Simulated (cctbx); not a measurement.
**Interatomic vectors of EuZrTe2Se**

Space group Pnma (no. 62), a = 9.0590 Å, b = 4.0320 Å, c = 14.6090 Å, α = 90.00°, β = 90.00°, γ = 90.00°, content Eu4 Te8 Zr4 Se4.

The data are simulated with cctbx, not measured: Cu Kα, λ = 1.54184 Å, to d = 0.83 Å, 95 % of the full sphere, strongest reflection 5000 counts, noise from counting, a 4 % proportional error and a noise floor of 2 counts (s.d.); no absorption.

Patterson synthesis, origin scaled to 1000:

```text
Patterson group P m m m
      u       v       w   height  length (A)
  0.000   0.000   0.000   1000.0     0.00
  0.450   0.500   0.292    302.0     6.24
  0.500   0.000   0.048    229.3     4.58
  0.264   0.000   0.345    197.1     5.58
  0.152   0.500   0.500    179.0     7.70
  0.154   0.000   0.400    175.9     6.01
  0.365   0.500   0.500    174.9     8.27
  0.347   0.500   0.110    163.6     4.07
  0.000   0.000   0.428    157.8     6.26
  0.230   0.000   0.207    146.8     3.67
  0.350   0.000   0.457    146.3     7.39
  0.500   0.000   0.138    145.7     4.96
  0.189   0.500   0.076    144.8     2.87
  0.379   0.000   0.211    141.0     4.61
```

**Question.** Which atom pairs make the peaks, and where is the heaviest atom?

A peak at u stands for all pairs with xi − xj = u, with weight Σ ZiZj against Σ Z² = 48532 at the origin. Peak heights follow these weights only roughly, since form factors, motion and series ripples differ, all vectors within 0.55 Å of a peak are counted as merged into it though the farther ones add only part of their weight, and F(000) is left out, which lowers the whole map:

| u | v | w | shortest length (Å) | height | 1000 ΣZiZj/ΣZ² | pairs in the cell |
| --- | --- | --- | --- | --- | --- | --- |
| 0.450 | 0.500 | 0.292 | 6.24 | 302 | 420 | 2 × Eu–Te, 2 × Te–Te, 2 × Eu–Se, 2 × Te–Zr |
| 0.500 | 0.000 | 0.048 | 4.58 | 229 | 283 | 4 × Te–Zr, 2 × Te–Te |
| 0.264 | 0.000 | 0.345 | 5.58 | 197 | 312 | 2 × Eu–Te, 2 × Eu–Zr, 2 × Te–Se |
| 0.152 | 0.500 | 0.500 | 7.70 | 179 | 177 | 2 × Te–Te, 2 × Zr–Zr |
| 0.154 | 0.000 | 0.400 | 6.01 | 176 | 208 | 2 × Eu–Te, 2 × Te–Se |
| 0.365 | 0.500 | 0.500 | 8.27 | 175 | 164 | 2 × Eu–Eu |
| 0.347 | 0.500 | 0.110 | 4.07 | 164 | 283 | 4 × Te–Se, 2 × Eu–Zr, 1 × Zr–Zr |
| 0.000 | 0.000 | 0.428 | 6.25 | 158 | 171 | 4 × Te–Zr |
| 0.230 | 0.000 | 0.207 | 3.67 | 147 | 239 | 2 × Eu–Te, 2 × Eu–Zr |
| 0.350 | 0.000 | 0.457 | 7.39 | 146 | 191 | 2 × Eu–Te, 2 × Zr–Se |

The table stops at ten peaks or at a height of 45, below which ripples compete. In the model behind the data Eu, the heaviest element, has 1 independent site: (0.9360, 1/4, 0.8194), up to an allowed shift of origin; the Eu–Eu vectors are differences of these positions and their symmetry mates. The whole model:

```csv
atom,mult.,x,y,z,Ueq (Å²)
Eu1,4,0.9360,1/4,0.8194,0.0218
Te1,4,0.7905,1/4,0.2180,0.0480
Te2,4,0.6603,1/4,0.4847,0.0334
Zr1,4,0.6781,1/4,0.0563,0.0222
Se1,4,0.5164,1/4,0.8906,0.0329
```

This is a model crystal, built by substitution and not relaxed, with assumed displacement parameters.

[Logs are printed without paths, hosts, clocks, repeated set-up lines and the standing remarks that a program may print on its own settings, such as how far it seeks lower states.]
